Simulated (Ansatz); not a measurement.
# InSe (R3m): band gap by G0W0 on r2SCAN, part 2 of 2

How far does one-shot GW move the r2SCAN gap of InSe (R3m)?

Ansatz 0.2.0; r2SCAN, then G0W0 on it, plane waves, PAW. Known limits of the many-body steps: finite bands, screening cutoff and k mesh; no spin-orbit coupling in G0W0; d shells not analysed.

So far. Step 2 (The r2SCAN band structure): Over mesh and path the gap is 0.817 eV, direct, at k = (-0.500, -0.500, -0.500).

In doubt: masses and optical values from hybrid runs of this build are listed as unsure (in some of the runs), which bears on the screening that GW takes from such a start.

## (3) One-shot GW

G0W0 replaces the xc potential by a self-energy built once from the orbitals of the start. Levels are corrected in the window of bands that the input names, at points of the mesh.

This step: G0W0 on r2SCAN, plane waves, PAW.

input.yaml

```yaml
crystal:
  lattice:
    - [2.0, 1.1547005384, 8.3166666667]
    - [-2.0, 1.1547005384, 8.3166666667]
    - [0.0, -2.3094010768, 8.3166666667]
  atoms:
    - { symbol: In, position: [0.0, 0.0, 0.0] }
    - { symbol: In, position: [0.1122, 0.1122, 0.1122] }
    - { symbol: Se, position: [0.6155, 0.6155, 0.6155] }
    - { symbol: Se, position: [0.83, 0.83, 0.83] }
kpoints:
  mp_grid: { grid: [4, 4, 4] }
hamiltonian:
  xc: r2scan
scf:
  occupations: { method: fixed }
gw:
  n_empty_bands: 740
  ecut_chi: 200.0
  qp_bands: [v2, c2]
  qp_kpoints: band_edges
  screening: { model: contour_deformation }
```

The run is started by

```console
> ansatz run input.yaml --threads 3 --pin off --max-ram 92160MiB --backend cuda --events-out ev --progress --plain --runs-dir out --devices 1 --max-vram 13GiB
```

Numbers of over 12 decimals in the logs are rounded to 6 here.

Log:

```text
GPUs: using 1 of 1 available (devices: 1).
[...]
GPU FFT provider: cuFFT
GPU libraries: cuBLAS 13.8.2, cuFFT 12.4.0, cuSOLVER 12.3.4
Crystal: 4 atoms, lattice volume = 115.239 Å³
Basis set: ecut = 500 eV, 2947 PW (Γ), exchange–correlation on 256×256×256 points (64 copies of the dense FFT grid, shifted against one another)
Bands: 35, of which v1, the nominal top of the filled ones, is band 29 counted from 1 (28 counted from 0)
Symmetry: 6 space group operations
[...]
k-points: 13 of 64 (time reversal used)
[...]
GPU buffer pool allocated for 262144 grid points (all kernels)
[...]
SCF iter   1: F=—  HF=-22182.504228 eV  |F-HF|=—  |Δ(HF+E_count)|=         —  Δρ=6.27e-3  dr2=3.95e-2  dr2_τ=1.63e-2  ethr=1.77e-3  ⟨swp⟩=5.0  Hψ=1632  notcnv=0  defer=52
[...]
SCF iter   7: F=-22182.516963 eV  HF=-22182.516963 eV  |F-HF|=1.94e-8  |Δ(HF+E_count)|=   2.27e-7  Δρ=4.98e-6  dr2=3.98e-8  dr2_τ=2.19e-9  ethr=1.72e-10  ⟨swp⟩=9.6  Hψ=1767  notcnv=0
SCF 1 converged in 7 iterations: F = -22182.516963 eV  dr2 = 3.98e-8
[...]
NSCF: frozen V_eff on 13 k-points
the band table was solved once the SCF had ended and its energy, with any forces and stress, was formed, with the checks that follow a solve (1800 applications of the Hamiltonian). They found nothing against the state; the energy, forces and stress were not computed again (output.eigenvalues in the input reference)
[...]
G₀W₀ screening: q 1/13
[... further progress lines ...]
[...]
SCF converged after 7 iterations
Free energy (F): -22182.516963 eV
[...]
Internal energy: -22182.516963 eV  (E = F + TS)
E sigma→0 (E₀):  -22182.516963 eV
Fermi energy:    7.298662 eV
[...]
--- Band table (eV; the first three rows and the last of 13) ---
  k-point 0: bands = [... 25 lower, 5.8676, 5.8676, 5.9996, 5.9996, 9.4032, 9.8540, 11.9696, 11.9696, ... 2 higher]
  k-point 1: bands = [... 25 lower, 5.2185, 5.2604, 5.4498, 6.1994, 9.5778, 9.7996, 11.6964, 11.9465, ... 2 higher]
  k-point 2: bands = [... 25 lower, 4.7734, 4.8005, 4.9602, 5.5381, 8.6967, 9.5902, 11.2931, 11.6532, ... 2 higher]
  k-point 12: bands = [... 25 lower, 5.7957, 6.0794, 6.0794, 7.2987, 8.1124, 9.9053, 11.8729, 11.8729, ... 2 higher]
--- G₀W₀: contour deformation, 8 samples at zero and on the imaginary axis and 1 off it, 64 q-points, 740 empty bands' worth ---
  eigenvalues of the whole cell's RPA ε∞ on this k-mesh (on a slab, of 1 + 4πα/V) = 8.1083, 8.1083, 12.2888; static W/v taken at q = 0 is 0.128003
  bands read: the sum over 769 bands ends inside a degenerate multiplet in 1 slot, whose members it reads at an even weight; the widest, k=12: bands 769 to 770 (counted from 1) at 1/2 each
  gw.qp_kpoints: band_edges: 8 of 13 stored k-points solved, in 1 pass; an edge of the gap read off the rows below is read off those points alone
    valence top: of the k-points left out ik 8 came nearest to being solved in a further pass, in band 29 (counted from 1, as in the quasiparticle table): it holds the edge there only if its correction is more favourable than any solved in that band by at least 0.796 eV; those differ by 0.075 eV
    conduction bottom: of the k-points left out ik 7 came nearest to being solved in a further pass, in band 30 (counted from 1, as in the quasiparticle table): it holds the edge there only if its correction is more favourable than any solved in that band by at least 0.766 eV; those differ by 0.123 eV
  `?` marks the rows in doubt; gw_qp.tsv's column doubts and the gw_qp event give each row's grounds
    ik  band        ε_KS         Σx   Σc(E_QP)       V_xc       Z   E_QP_lin       E_QP  E_QP is
     2    28      4.9602   -17.2612     1.8590   -14.8125  0.7495     4.3535     4.3706  root
     2    29      5.5381   -15.6663     1.3367   -13.7344  0.7612     4.9269     4.9430  root
     2    30      8.6967    -7.7650    -3.4902   -11.2166  0.7978     8.6581     8.6581  root
     2    31      9.5902    -9.6654    -3.9724   -13.7165  0.7802     9.6690     9.6688  root
     3    28      5.5541   -17.8869     1.6968   -15.6151  0.7568     4.9649     4.9793  root
     3    29      6.4359   -16.0662     1.0876   -14.4032  0.7689     5.8471     5.8605  root
     3    30      9.3994    -9.3632    -3.8329   -13.2453  0.7894     9.4486     9.4486  root
     3    31      9.7898    -8.0911    -3.9115   -12.0357  0.7866     9.8229     9.8228  root
     5    28      5.3666   -17.1630     1.8163   -14.7832  0.7442     4.7888     4.8031  root
     5    29      5.9516   -15.7351     1.1617   -13.9753  0.7695     5.3381     5.3537  root
     5    30      9.5508    -8.5348    -3.7246   -12.2921  0.7889     9.5835     9.5835  root
     5    31     10.0015    -9.5221    -3.9169   -13.5153  0.7780    10.0780    10.0778  root
     6    28      5.1591   -17.6918     1.8209   -15.2812  0.7523     4.5533     4.5694  root
     6    29      5.6996   -15.3163     1.1904   -13.5235  0.7671     5.0813     5.0974  root
     6    30      8.7122    -8.7578    -3.6216   -12.3885  0.7972     8.7213     8.7213  root
     6    31      9.5511    -8.9101    -3.7829   -12.7167  0.7806     9.5748     9.5748  root
     9    28      5.0820   -17.5563     1.8406   -15.1259  0.7512     4.4757     4.4923  root
     9    29      5.5175   -15.0527     1.2210   -13.2293  0.7646     4.8975     4.9151  root
     9    30      9.0177    -8.1730    -3.5905   -11.7428  0.7916     8.9970     8.9970  root
     9    31      9.2195    -9.3734    -3.7734   -13.1923  0.7881     9.2650     9.2649  root
    10    28      5.5872   -17.9383     1.6884   -15.6754  0.7573     4.9985     5.0127  root
    10    29      6.6570   -16.2024     1.0137   -14.6275  0.7701     6.0843     6.0958  root
    10    30      9.5561   -10.3036    -3.9217   -14.3008  0.7835     9.6317     9.6316  root
    10    31      9.9965    -7.5337    -3.9313   -11.4833  0.7853    10.0148    10.0148  root
    11    28      4.5794   -15.9296     1.8913   -13.4437  0.7380     3.9653     3.9848  root ?
    11    29      5.6248   -15.6946     1.3651   -13.7323  0.7597     5.0104     5.0277  root
    11    30      9.3689    -7.3766    -3.5640   -10.9293  0.7928     9.3576     9.3576  root
    11    31     10.1893   -10.4476    -4.0794   -14.6529  0.7737    10.3156    10.3153  root
    12    28      6.0794   -18.3155     1.5753   -16.1868  0.7610     5.5143     5.5261  root
    12    29      7.2987   -16.3246     0.6757   -15.1216  0.7763     6.7638     6.7714  root
    12    30      8.1124   -10.2526    -3.4957   -13.7012  0.7980     8.0653     8.0653  root
    12    31      9.9053    -8.0969    -4.1484   -12.2493  0.7908     9.9093     9.9093  root
```

Wall time 86 s (1 × NVIDIA H100 80GB HBM3 (shared by 6 runs) with 3 threads of AMD EPYC 7R13 (Zen 3), shared host); peak memory 3.5 GiB; 2.6 min of CPU time.

This step gave:

| Property | Result |
| --- | --- |
| bands summed | 769 |
| RPA ε∞ on this mesh (eigenvalues) | 8.108, 8.108, 12.29 |
| plane waves in the screening matrix | 721 |
| q-points in the mesh | 64 |
| G0W0 gap over the corrected points | 1.294 eV |
| k of the valence top | -0.5, -0.5, -0.5 |
| k of the conduction bottom | -0.5, -0.5, -0.5 |
| starting gap on the mesh | 0.8137 eV |
| Z at the valence top | 0.7763 |
| Z at the conduction bottom | 0.7980 |
| least direct G0W0 gap over the corrected points | 1.294 eV |

Over 8 of 13 irreducible mesh points the G0W0 gap is 1.294 eV, direct, at k = (-0.500, -0.500, -0.500). The r2SCAN gap of this run on the mesh is 0.814 eV. The two states that bound the G0W0 gap lie that far apart at the start, so the correction of the gap is 1.294 − 0.814 = +0.480 eV. The start of this run differs from the step before in mesh (6×6×6 and 4×4×4). The program marks 1 of the 32 corrected levels as in doubt (Σc rises), neither edge state among them.

Labels follow the order of the start: v1 is the top filled band, c1 the lowest empty one; levels that stay degenerate share a row, the window can cut a multiplet, doubted levels are not marked in this list, bands outside the window were not corrected, and the list may be a part of the corrected levels. The levels before and after the correction (eV, zero at the valence-band top of each column):

|  | conduction bottom | valence top |
| --- | --- | --- |
| Kohn-Sham | 0.81 | 0.00 |
| G0W0 | 1.29 | 0.00 |

|  | level | occupation | energy (eV) |
| --- | --- | --- | --- |
| Kohn-Sham | (-0.5 -0.5 -0.5) v2 | 2 | -1.219 |
| Kohn-Sham | (-0.5 -0.5 -0.5) v1 | 2 | 0.000 |
| Kohn-Sham | (-0.5 -0.5 -0.5) c1 | 0 | 0.814 |
| Kohn-Sham | (-0.5 -0.5 -0.5) c2 | 0 | 2.607 |
| G0W0 | (-0.5 -0.5 -0.5) v2 | 2 | -1.245 |
| G0W0 | (-0.5 -0.5 -0.5) v1 | 2 | 0.000 |
| G0W0 | (-0.5 -0.5 -0.5) c1 | 0 | 1.294 |
| G0W0 | (-0.5 -0.5 -0.5) c2 | 0 | 3.138 |

The parts of the quasiparticle energy for the two states that bound the G0W0 gap, in eV on the run's own scale (QP = start + Σx + Σc − Vxc, with Σc at the quasiparticle energy):

| edge | k | band | start | Σx | Σc | Vxc | Z | QP |
| --- | --- | --- | --- | --- | --- | --- | --- | --- |
| valence top | (-0.500, -0.500, -0.500) | 29 | 7.299 | −16.325 | 0.676 | −15.122 | 0.776 | 6.771 |
| conduction bottom | (-0.500, -0.500, -0.500) | 30 | 8.112 | −10.253 | −3.496 | −13.701 | 0.798 | 8.065 |

## (4) Spin-orbit coupling in r2SCAN

This run has two-component orbitals with spin-orbit coupling.

This step: DFT, r2SCAN with spin-orbit coupling, plane waves, PAW.

input.yaml, the sections that differ from step 3:

```yaml
kpoints:
  mp_grid: { grid: [6, 6, 6] }
  band_path:
    path:
      - [0.0, 0.0, 0.0]
      - [-0.5, -0.5, -0.5]
      - [-0.5, -0.17951802, -0.82048198]
      - [-0.17951802, 0.17951802, -0.5]
      - [0.0, 0.0, -0.5]
      - [0.0, 0.33975901, -0.33975901]
      - [-0.33975901, 0.0, -0.66024099]
      - [-0.5, 0.0, -0.5]
    npoints: 1
scf:
  occupations: { method: fermi_dirac, width: 0.02 }
  n_extra_bands: 10
magnetization:
  noncollinear: true
  spin_orbit: true
output:
  eigenvalues: true
  forces: true
  stress: true
# crystal, hamiltonian: as in step 3
# gw: removed
```

Log:

```text
[...]
GPUs: using 1 of 1 available (devices: 1).
[...]
non-collinear run that drives no moment, with spin-orbit: no starting moment large enough to seed its density (crystal.atoms[].spin), no starting occupations that ask for one, no magnetisation constraint and no magnetic field, so the semilocal B_xc is pinned to zero
[...]
GPU FFT provider: cuFFT
GPU libraries: cuBLAS 13.8.2, cuFFT 12.4.0, cuSOLVER 12.3.4
Crystal: 4 atoms, lattice volume = 115.239 Å³
Basis set: ecut = 500 eV, 2947 PW (Γ), FFT grids on a1−a3, a2−a3, a3, exchange–correlation on 120×120×256 points (64 copies of the dense FFT grid, shifted against one another)
Bands: 68, of which v1, the nominal top of the filled ones, is band 58 counted from 1 (57 counted from 0)
Symmetry: 6 space group operations + 6 with time reversal
[...]
k-points: 32 of 216 (time reversal used)
Projection manifold: j_resolved (fully-relativistic pseudo-atomic orbitals)
[...]
GPU buffer pool allocated for 57600 grid points (all kernels)
[...]
SCF iter   1: F=—  HF=-22158.828982 eV  |F-HF|=—  |Δ(HF+E_count)|=         —  Δρ=4.90e-2  dr2=1.18e1  dr2_τ=1.12e-2  dr2_m=0.00e0 (ungated)  ethr=3.10e-3  |M|=0.00e0 ∫|m|=0.00e0 μB  |m|>n=0.0e0 m-floor=0.0e0 τ_xc=0.0e0  β_m=0.30  ⟨swp⟩=7.5  Hψ=10707  notcnv=0
[...]
spin=Noncollinear: Resta preconditioning applied to the charge; magnetization (m_x, m_y, m_z) channels mix plain (no charge-response kernel on spin).
SCF iter   2: F=—  HF=-22157.045411 eV  |F-HF|=—  |Δ(HF+E_count)|=    1.78e0  Δρ=2.77e-2  dr2=1.76e0  dr2_τ=6.06e-3  dr2_m=0.00e0 (ungated)  ethr=3.10e-3  |M|=0.00e0 ∫|m|=0.00e0 μB  |m|>n=0.0e0 m-floor=0.0e0 τ_xc=0.0e0  β_m=0.39  ⟨swp⟩=3.0  Hψ=3711  notcnv=0  defer=168
[...]
SCF iter  10: F=-22156.768093 eV  HF=-22156.768093 eV  |F-HF|=4.42e-9  |Δ(HF+E_count)|=   2.55e-8  Δρ=1.72e-6  dr2=5.37e-9  dr2_τ=1.37e-10  dr2_m=0.00e0 (ungated)  ethr=1.72e-10  |M|=0.00e0 ∫|m|=0.00e0 μB  |m|>n=0.0e0 m-floor=0.0e0 τ_xc=0.0e0  ⟨swp⟩=11.8  Hψ=10012  notcnv=0
SCF 1 converged in 10 iterations: F = -22156.768093 eV  dr2 = 5.37e-9
[...]
SCF converged after 10 iterations
Magnetization: |M| = 0.0000 μB,  M = (+0.0000, +0.0000, +0.0000) μB
Absolute magnetization: 0.0000 μB (∫|m|)
  site 0: m = (+0.0000, +0.0000, +0.0000) μB, |m| = 0.0000 μB  (R = 1.09 Å)
  site 1: m = (+0.0000, +0.0000, +0.0000) μB, |m| = 0.0000 μB  (R = 1.09 Å)
  site 2: m = (+0.0000, +0.0000, +0.0000) μB, |m| = 0.0000 μB  (R = 1.09 Å)
  site 3: m = (+0.0000, +0.0000, +0.0000) μB, |m| = 0.0000 μB  (R = 1.09 Å)
Free energy (F): -22156.768093 eV
[...]
Internal energy: -22156.768093 eV  (E = F + TS)
E sigma→0 (E₀):  -22156.768093 eV
Fermi energy:    7.709585 eV
[...]
--- Forces (eV/Å), atoms counted from 1 ---
  atom   1  In     0.00000000     0.00000000     0.09291121
  atom   2  In     0.00000000     0.00000000    -0.08915053
  atom   3  Se     0.00000000     0.00000000     0.07805437
  atom   4  Se    -0.00000000    -0.00000000    -0.08182904
  max |Σ_I F_I| component: 1.40e-5 eV/Å
--- Stress (GPa, compression-positive) ---
        1.430122       0.000000       0.000000
        0.000000       1.430122       0.000000
        0.000000      -0.000000       0.798921
  P = ⅓ Tr σ = 1.2197 GPa (12.197 kbar)
--- Band table (eV; the first three rows and the last of 32) ---
  k-point 0: bands = [... 54 lower, 5.9864, 5.9864, 6.1234, 6.1234, 9.3922, 9.3922, 9.8327, 9.8327, ... 6 higher]
  k-point 1: bands = [... 54 lower, 5.7161, 5.7238, 6.1723, 6.1778, 9.7568, 9.7632, 10.3505, 10.3606, ... 6 higher]
  k-point 2: bands = [... 54 lower, 5.2388, 5.2423, 5.9851, 5.9999, 9.0380, 9.0553, 9.6374, 9.6578, ... 6 higher]
  k-point 31: bands = [... 54 lower, 6.2020, 6.2020, 7.3119, 7.3119, 8.1073, 8.1073, 9.8857, 9.8857, ... 6 higher]
```

Elapsed: 8.8 s, on 1 × NVIDIA H100 80GB HBM3 (shared by 6 runs) with 3 threads; peak memory 1.2 GiB.

Numbers from this step:

```
pressure             : 1.220 GPa
gap                  : 0.7954 eV
valence top at       : T
conduction bottom at : T
least direct gap     : 0.7954 eV
```

Over mesh and listed points the gap is 0.795 eV, direct, at k = (-0.500, -0.500, -0.500). r2SCAN+SOC against r2SCAN: 0.795 − 0.817 = −0.022 eV, with the same mesh, set of files (read in its fully relativistic form for the spin-orbit run) and cutoff, and both edges at the same k points. The spin-orbit run sees mesh and listed points alone, so its gap is an upper bound: the coupling can move an edge off these points, the more so as this crystal has no centre of inversion, and the change over the zone, its sign included where it is small, is not known.

## (5) The runs together

Each gap is the least one over the points named; times are wall times on shared hosts, not benchmarks. A G0W0 time includes the run's own self-consistent start. Runs with listed points see these and the mesh alone, so an edge that moves elsewhere is missed. Rows marked * are further runs, not shown as steps, whose inputs differ from the G0W0 step on the same start in the columns given; solver thresholds can differ too.

| level | mesh | files, cutoff | bands summed, screening | points | gap (eV) | valence top | conduction bottom | least direct gap (eV) | time |
| --- | --- | --- | --- | --- | --- | --- | --- | --- | --- |
| r2SCAN | 6×6×6 | soft_2 PAW, 500 eV | - | mesh and path | 0.817 | (-0.500, -0.500, -0.500) | (-0.500, -0.500, -0.500) | 0.817 | 5.9 s |
| r2SCAN+SOC | 6×6×6 | soft_2 PAW, 500 eV | - | mesh and listed points | 0.795 | (-0.500, -0.500, -0.500) | (-0.500, -0.500, -0.500) | 0.795 | 8.8 s |
| G0W0@r2SCAN* | 4×4×4 | soft_2 PAW, 500 eV | 150, 60 eV | 8 of 13 irreducible mesh points | 1.269 | (-0.500, -0.500, -0.500) | (-0.500, -0.500, -0.500) | 1.269 | 23 s |
| G0W0@r2SCAN* | 4×4×4 | soft_2 PAW, 500 eV | 372, 120 eV | 8 of 13 irreducible mesh points | 1.305 | (-0.500, -0.500, -0.500) | (-0.500, -0.500, -0.500) | 1.305 | 46 s |
| G0W0@r2SCAN | 4×4×4 | soft_2 PAW, 500 eV | 769, 200 eV | 8 of 13 irreducible mesh points | 1.294 | (-0.500, -0.500, -0.500) | (-0.500, -0.500, -0.500) | 1.294 | 86 s |
| G0W0@r2SCAN* | 4×4×4 | soft_2 PAW, 500 eV | 372, 120 eV, plasmon pole | 8 of 13 irreducible mesh points | 1.337 | (-0.500, -0.500, -0.500) | (-0.500, -0.500, -0.500) | 1.337 | 80 s |

## (6) Summary of results

* r2SCAN gap over mesh and path: 0.817 eV, direct, at k = (-0.500, -0.500, -0.500)
* G0W0@r2SCAN gap over 8 of 13 irreducible mesh points: 1.294 eV, direct, at k = (-0.500, -0.500, -0.500)
* r2SCAN+SOC gap over mesh and listed points: 0.795 eV
* GW settings: 4×4×4 mesh, 740 empty bands, screening to 200 eV
* known limits: finite bands, screening cutoff and k mesh; no spin-orbit coupling in G0W0; d shells not analysed

What this shows: Over 8 of 13 irreducible mesh points the G0W0 gap is 1.294 eV, direct, at k = (-0.500, -0.500, -0.500). The r2SCAN gap of this run on the mesh is 0.814 eV. The two states that bound the G0W0 gap lie that far apart at the start, so the correction of the gap is 1.294 − 0.814 = +0.480 eV. The valence state moves by 6.771 − 7.299 = −0.528 eV and the conduction state by 8.065 − 8.112 = −0.047 eV, on the run's own scale; with 150 bands the edge states move by −0.006 and +0.449 eV, so the split between the edges depends on the bands and cutoff. Both edges that r2SCAN shows over mesh and path lie at k points where levels were corrected. Levels at other points were not corrected, so a lower G0W0 gap elsewhere in the zone is not ruled out. From 150 bands and 60 eV to 769 bands and 200 eV the gap moves by 1.294 − 1.269 = +0.025 eV (rung by rung 1.269, 1.305, 1.294 eV); bands and screening cutoff rise together, so their parts are not told apart. The gap turns back along the series (1.269, 1.305, 1.294 eV), so no line is drawn and the limit is not known. With the plasmon pole model in place of the contour deformation model and all else as in the G0W0@r2SCAN row with 372 bands, the gap differs by 1.337 − 1.305 = +0.032 eV. G0W0 on other starts in this series, not shown as steps and not all at these settings: 1.470 eV on HSE06 (4×4×4, soft_2 PAW, 372 bands, 120 eV) and 0.761 eV on LDA (4×4×4, soft_2 PAW, 372 bands, 120 eV). r2SCAN+SOC against r2SCAN: 0.795 − 0.817 = −0.022 eV, with the same mesh, set of files (read in its fully relativistic form for the spin-orbit run) and cutoff, and both edges at the same k points. The spin-orbit run sees mesh and listed points alone, so its gap is an upper bound: the coupling can move an edge off these points, the more so as this crystal has no centre of inversion, and the change over the zone, its sign included where it is small, is not known. What spin-orbit coupling does to the G0W0 levels was not computed, so no sum with the G0W0 gap is formed. For the G0W0 step: the program marks 1 of the 32 corrected levels as in doubt (Σc rises), neither edge state among them. The G0W0 runs are scalar-relativistic. One-shot GW is known to converge slowly in bands for compounds with shallow d shells. The cell holds In; the filling of the d shell and its place against the gap were not analysed here. No pair of G0W0 runs that differ in the mesh alone is shown (4×4×4 is a supercell whose nearest images lie 16 Å apart), so the error from the mesh is not known here. G0W0@r2SCAN runs of this series with other atomic data on the same mesh, not shown as steps, give 1.324 eV (hard PAW, 870 eV, 380 bands, screening to 120 eV; the table's row with the same empty bands and screening cutoff has 1.305 eV); where bands and cutoffs differ too, the part of the files is not isolated.

[Paths, hosts, dates, memory and timing lines, banners, echoed tables and standing remarks are left out of the program output.]

[Logs are printed without paths, hosts, clocks, repeated set-up lines and the standing remarks that a program may print on its own settings, such as how far it seeks lower states.]

[Runs of the session that timed out or met a known fault of the program may be left out.]

[Cells called generated may have been cut or substituted from an entry of the Crystallography Open Database or the Materials Project.]

[Hosts, paths, dates, database ids (printed as entryN), source tags and the programs' standing remarks are cut or masked in the printed files.]

[Where an RPA ε∞ is given, it is that of the G0W0 mesh and is not shown converged in it. Names of k-points follow the symmetry that the program found, which can be lower than the space group named. Band edges on a path are those of the sampled points; other points can move an edge, and change direct to indirect where valleys lie close.]

[Hybrid gaps are those of their k-mesh and are not shown converged in it.]
